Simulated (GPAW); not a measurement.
# Screening of a field by a 8-layer slab of Ca(100), part 2 of 2

Aim: the dipole that a field along the normal induces in a 8-layer slab of Ca(100).

GPAW 26.7.0; GPAW, PAW setups; slab in vacuum, relaxation (the session's first sound run).

So far. Step 5 (Field on): The dipole is now -0.208 e Å, against 0.0013 in the run without a field. Step 8 (In a field): The dipole is now 0.211 e Å, against 0.0013 in the run without a field.

**9. In a field**

run.py

```python
import json
import numpy as np
from ase import Atoms
from gpaw import GPAW, PW
from gpaw.external import ConstantElectricField

slab = Atoms(
    ['Ca', 'Ca', 'Ca', 'Ca', 'Ca', 'Ca', 'Ca', 'Ca'],
    positions=[
        [1.97283, 1.97283, 7.00000],
        [0.00000, 0.00000, 9.79000],
        [1.97283, 1.97283, 12.58000],
        [0.00000, 0.00000, 15.37000],
        [1.97283, 1.97283, 18.17920],
        [-0.00000, 0.00000, 20.95510],
        [1.97283, 1.97283, 23.69232],
        [0.00000, -0.00000, 26.37378]],
    cell=[[3.94566, 0.0, 0.0], [0.0, 3.94566, 0.0], [0.0, 0.0, 33.53]],
    pbc=[True, True, False])

slab.calc = GPAW(mode=PW(400), xc='PBE', kpts={'size': (8, 8, 1), 'gamma': True},
                 occupations={'name': 'fermi-dirac', 'width': 0.1}, nbands='160%',
                 convergence={'density': 1e-05}, maxiter=200,
                 poissonsolver={'dipolelayer': 'xy'},
                 external=ConstantElectricField(0.2, [0, 0, 1]),
                 symmetry={'tolerance': 1e-3}, txt='slab.txt')
result = {}
energy = slab.get_potential_energy()
fermi = slab.calc.get_fermi_level()
v = slab.calc.get_electrostatic_potential().mean((0, 1)) - fermi
n = slab.calc.get_pseudo_density().mean((0, 1))
L = slab.cell[2, 2]
z = np.arange(len(v)) * L / len(v)
low, high = slab.positions[:, 2].min(), slab.positions[:, 2].max()
below, above = np.interp([low - 4.8, high + 4.8], z, v)
slopes = [np.interp(x, z, np.gradient(v, z)) for x in (low - 4.8, high + 4.8)]
eps = np.array([[slab.calc.get_eigenvalues(k, s) for k in range(len(slab.calc.get_ibz_k_points()))]
                for s in range(slab.calc.get_number_of_spins())]) - fermi
top, bottom = eps[eps < 0].max(), eps[eps > 0].min()
dipole = slab.get_dipole_moment()[2]
print(f'energy {energy:.4f} eV, Fermi level {fermi:.4f} eV, dipole {dipole:.5f} e A')
print(f'potential 4.8 A off the faces, from the Fermi level: lower {below:.4f} eV, upper {above:.4f} eV')
print(f'slope of the potential there: lower {slopes[0]:.5f}, upper {slopes[1]:.5f} eV/A')
print(f'nearest levels on the mesh: {top:.4f} and {bottom:.4f} eV')
print('magnetic moment', round(slab.get_magnetic_moment(), 3))
result.update(energy=energy, fermi=fermi, dipole=dipole, below=below, above=above, slopes=slopes, edges=[top, bottom],
              z=z.tolist(), v=v.tolist(), n=n.tolist(), positions=slab.positions.tolist(),
              forces=slab.get_forces(apply_constraint=False).tolist(), moments=slab.get_magnetic_moments().tolist())
json.dump(result, open('result.json', 'w'))
```

Command:

```console
> OMP_NUM_THREADS=1 OPENBLAS_NUM_THREADS=1 python run.py
```

Log:

```text
energy -15.2424 eV, Fermi level 1.2501 eV, dipole 0.42024 e A
potential 4.8 A off the faces, from the Fermi level: lower 5.2545 eV, upper 0.3717 eV
slope of the potential there: lower -0.00939, upper 0.00379 eV/A
nearest levels on the mesh: -0.0050 and 0.0133 eV
magnetic moment 0.0
```

Run time: 11 min. Hardware: 1 thread of Arm Neoverse V2, shared host; peak memory 0.67 GiB.

The dipole is now 0.420 e Å, against 0.0013 in the run without a field.

**10. Field on**

Edit run.py of step 9 so:

```diff
@@ -24,3 +24,3 @@
                  poissonsolver={'dipolelayer': 'xy'},
-                 external=ConstantElectricField(0.2, [0, 0, 1]),
+                 external=ConstantElectricField(0.3, [0, 0, 1]),
                  symmetry={'tolerance': 1e-3}, txt='slab.txt')
```

Log:

```text
energy -15.2947 eV, Fermi level 1.2419 eV, dipole 0.63025 e A
potential 4.8 A off the faces, from the Fermi level: lower 6.5042 eV, upper -0.8181 eV
slope of the potential there: lower -0.01230, upper 0.00314 eV/A
nearest levels on the mesh: -0.0053 and 0.0134 eV
magnetic moment 0.0
```

The job ended after 13 min (1 thread; peak memory 0.67 GiB).

The electrostatic potential energy of an electron (without an applied field's), less the Fermi level, planar mean oscillates, so the rows of the table below give means over windows of 2.83 Å about each position, cut where the curve ends. Its maxima inside the range that stand out by 2 % of the span (Å: eV): 0.9: 6.51, 8.4: 3.32, 11.1: 2.41, 13.9: 1.58, 16.8: 0.804, 19.5: -0.143, 22.3: -1.06, 25.0: -1.96. Its minima: 7.0: -7.00, 9.7: -7.42, 12.7: -8.08, 15.4: -9.19, 18.2: -9.98, 21.0: -10.9, 23.7: -11.6, 26.4: -12.8.

Electrostatic potential energy of an electron (without an applied field's), less the Fermi level, planar mean against z; means over each step:

z (Å), electrostatic potential energy of an electron (without an applied field's), less the Fermi level, planar mean (eV) and a bar from the least value:
```
     1.42        6.3 ##############################
     4.25        6.0 #############################
     7.08       -0.4 ##############
     9.91       -1.0 ############
    12.73       -1.9 ##########
    15.57       -2.8 ########
    18.39       -3.6 ######
    21.23       -4.5 ####
    24.05       -5.4 ##
    26.88       -6.1 
    29.71       -0.9 #############
    32.55       -0.7 #############
```

The dipole is now 0.630 e Å, against 0.0013 in the run without a field.

**11. The series**

The members are put on one axis.

This step: induced dipole against applied field (GPAW 26.7.0).

Table of dipole along the normal by field:

| field (V/Å) | dipole along the normal (e·Å) |
| --- | --- |
| -0.200 | -0.418 |
| -0.100 | -0.208 |
| -0.050 | -0.103 |
| 0.000 | 0.00132 |
| 0.050 | 0.106 |
| 0.100 | 0.211 |
| 0.200 | 0.420 |
| 0.300 | 0.630 |

**12. Outcome**

| Item | Value |
| --- | --- |
| work function, upper and lower face | 2.772 and 2.787 eV |
| dipole along the normal | 0.00132 e Å |
| induced dipole per field | 2.10 e Å per V/Å |
| out-of-plane polarisability per area, α/(ε0 A) | 24.4 Å |

**Reading.** The field induces 2.10 e Å per V/Å, a polarisable thickness α/(ε0 A) of 24.4 Å beside 19.4 Å between the outermost nuclei. A perfect conductor would give the distance between its two image planes; a dielectric of thickness t gives t(1 - 1/ε). The measured value for polycrystalline Ca, which weights the faces of low work function, is 2.87 eV (as compiled in "Anisotropic work function of elemental crystals", 2019, arxiv:1902.07811); the relaxed upper face lies 0.098 eV under it with PBE. Measured work functions scatter by a tenth of an eV or more between methods. The induced dipole is linear in the field over this range. The small printed dipole stands for a step of -15 meV from the lower to the upper face, and the probes find -14 meV; values this small are near the numerical noise of both. The in-plane lattice was kept as typed, which isn't the functional's own and leaves some strain; spin-orbit coupling and temperature are left out.

[Logs are printed without paths, hosts, clocks, repeated set-up lines and the standing remarks that a program may print on its own settings, such as how far it seeks lower states.]

[Hosts, paths, dates, database ids (printed as entryN), source tags and the programs' standing remarks are cut or masked in the printed files.]
